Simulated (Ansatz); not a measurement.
The compound is CsRuCl3 (cubic perovskite) (Pm-3m).

The structure was built from a prototype and need not be the compound's stable phase.

It takes space group Pm-3m (No. 221, cubic). Conventional cell: a = 4.978 Å, b = 4.978 Å, c = 4.978 Å, α = 90.00°, β = 90.00°, γ = 90.00°. Nearest to Cs lie 12 Cl at 3.52 Å. Ru has 6 Cl at 2.49 Å nearest. Nearest to Cl lie 2 Ru at 2.49 Å and 4 Cs at 3.52 Å. Farther neighbours and most contacts between anions are not listed.

```xyz
5
Lattice="-4.9785 0.0000 0.0000 0.0000 -4.9785 0.0000 0.0000 0.0000 4.9785" Properties=species:S:1:pos:R:3 pbc="T T T"
Cs    0.0000    0.0000    0.0000
Ru   -2.4892   -2.4892    2.4892
Cl   -2.4892   -2.4892    0.0000
Cl   -2.4892    0.0000    2.4892
Cl    0.0000   -2.4892    2.4892
```

The structure was relaxed with PBE. The structure type comes from a generator and need not be one that this composition takes. The structure was generated from a model, not taken from a measurement. The runs that relaxed it are not among those shown. The program's search for lower electronic states was switched off, so nothing shows that the state found is the lowest. Spin-orbit coupling is left out unless a run names it. PAW set soft_2, made with PBE.

A constrained-RPA run (Ansatz 0.2.0; non-magnetic PBE; Ru d, bands v3 to c2, 4×4×4 mesh, medium accuracy) builds 5 functions on bands 4.4 eV wide, with 6.0 electrons in the window. The bare on-site interaction is 12.4 eV and the bare J 0.42 eV.

Estimate U, U′ and J.

On the Ru d shell, U = 3.46 eV (28 % of the bare value), U′ = 2.81 eV, J = 0.31 eV.

The parent state is non-magnetic and the interaction static (zero frequency); U depends on the window and the orbitals, so it belongs to this model alone.

[Paths, hosts, dates, memory and timing lines, banners, echoed tables and standing remarks are left out of the program output.]

[Logs are printed without paths, hosts, clocks, repeated set-up lines and the standing remarks that a program may print on its own settings, such as how far it seeks lower states.]

[Runs of the session that timed out or met a known fault of the program may be left out.]

[Hosts, paths, dates, database ids (printed as entryN), source tags and the programs' standing remarks are cut or masked in the printed files.]
